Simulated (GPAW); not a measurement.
The N K edge of atom 5 in ZrBrN (Pmmn), with 4 Zr at 2.12 Å (4-fold, site symmetry mm2), was computed in 2 ways: full core hole (charged cell) and no core hole. Program and functional: GPAW, LDA, Gaussian full width 0.9 eV up to 4 eV, rising linearly to 3.5 eV at 25 eV; cells of 6 and 24 atoms (the run without a hole in the smaller).

Each run is counted from its own lowest empty level or Fermi level and scaled to a mean of 1 over its first 20 eV.

| E (eV) | run 1 | run 2 |
| --- | --- | --- |
| -2.0 | 0.00 | 0.00 |
| -1.5 | 0.00 | 0.00 |
| -1.0 | 0.00 | 0.00 |
| -0.5 | 0.00 | 0.00 |
| 0.0 | 0.06 | 0.00 |
| 0.5 | 0.45 | 0.12 |
| 1.0 | 1.49 | 0.72 |
| 1.5 | 2.38 | 1.50 |
| 2.0 | 1.70 | 1.69 |
| 2.5 | 1.07 | 1.42 |
| 3.0 | 1.09 | 1.22 |
| 3.5 | 1.13 | 1.04 |
| 4.0 | 1.14 | 0.73 |
| 4.5 | 1.36 | 1.02 |
| 5.0 | 1.48 | 1.42 |
| 5.5 | 1.59 | 1.80 |
| 6.0 | 1.55 | 1.80 |
| 6.5 | 1.34 | 1.45 |
| 7.0 | 1.12 | 1.20 |
| 7.5 | 1.10 | 1.18 |
| 8.0 | 1.12 | 1.29 |
| 8.5 | 1.00 | 1.25 |
| 9.0 | 0.84 | 1.06 |
| 9.5 | 0.77 | 0.94 |
| 10.0 | 0.76 | 0.91 |
| 10.5 | 0.74 | 0.87 |
| 11.0 | 0.72 | 0.79 |
| 11.5 | 0.73 | 0.72 |
| 12.0 | 0.78 | 0.73 |
| 12.5 | 0.86 | 0.79 |
| 13.0 | 0.91 | 0.89 |
| 13.5 | 0.92 | 0.96 |
| 14.0 | 0.91 | 1.00 |
| 14.5 | 0.89 | 0.99 |
| 15.0 | 0.85 | 0.95 |
| 15.5 | 0.80 | 0.87 |
| 16.0 | 0.75 | 0.80 |
| 16.5 | 0.72 | 0.75 |
| 17.0 | 0.73 | 0.74 |
| 17.5 | 0.75 | 0.75 |
| 18.0 | 0.76 | 0.77 |
| 18.5 | 0.76 | 0.79 |
| 19.0 | 0.74 | 0.80 |
| 19.5 | 0.71 | 0.78 |
| 20.0 | 0.67 | 0.75 |
| 20.5 | 0.64 | 0.71 |
| 21.0 | 0.61 | 0.66 |
| 21.5 | 0.59 | 0.61 |
| 22.0 | 0.57 | 0.58 |
| 22.5 | 0.56 | 0.56 |
| 23.0 | 0.55 | 0.55 |
| 23.5 | 0.55 | 0.54 |
| 24.0 | 0.55 | 0.53 |
| 24.5 | 0.56 | 0.53 |
| 25.0 | 0.58 | 0.53 |
| 25.5 | 0.60 | 0.55 |
| 26.0 | 0.63 | 0.57 |
| 26.5 | 0.66 | 0.59 |
| 27.0 | 0.69 | 0.61 |
| 27.5 | 0.70 | 0.63 |
| 28.0 | 0.70 | 0.63 |
| 28.5 | 0.70 | 0.63 |
| 29.0 | 0.69 | 0.63 |
| 29.5 | 0.68 | 0.62 |
| 30.0 | 0.67 | 0.62 |
| 30.5 | 0.67 | 0.62 |
| 31.0 | 0.68 | 0.62 |
| 31.5 | 0.69 | 0.62 |
| 32.0 | 0.70 | 0.63 |

Which run is which?

Run 1: full core hole (charged cell) (area from −2 to 6 eV 7.9, main maxima 1.5 eV (2.38), 3.3 eV (1.15), 5.6 eV (1.60) and 13.5 eV (0.92)). Run 2: no core hole (area from −2 to 6 eV 6.8, main maxima 1.9 eV (1.70), 5.7 eV (1.87), 8.2 eV (1.31) and 14.2 eV (1.00)). With each curve scaled to its own mean, the area from −2 to 6 eV with the hole is 7.9 against 6.8, and the centre of weight from −1 to 20 eV moves by -0.5 eV: the hole pulls the absorber's empty states down.

[Hosts, paths, dates, database ids (printed as entryN), source tags and the programs' standing remarks are cut or masked in the printed files.]

[Lists of maxima count a maximum above −3 eV only where it reaches 4 % of the highest in the window and stands out from its surroundings by 2 % of it (1.5 % where it reaches 55 %); shoulders and weaker maxima are passed over, and of the rest the first, up to two pre-edge ones and the few strongest are named.]
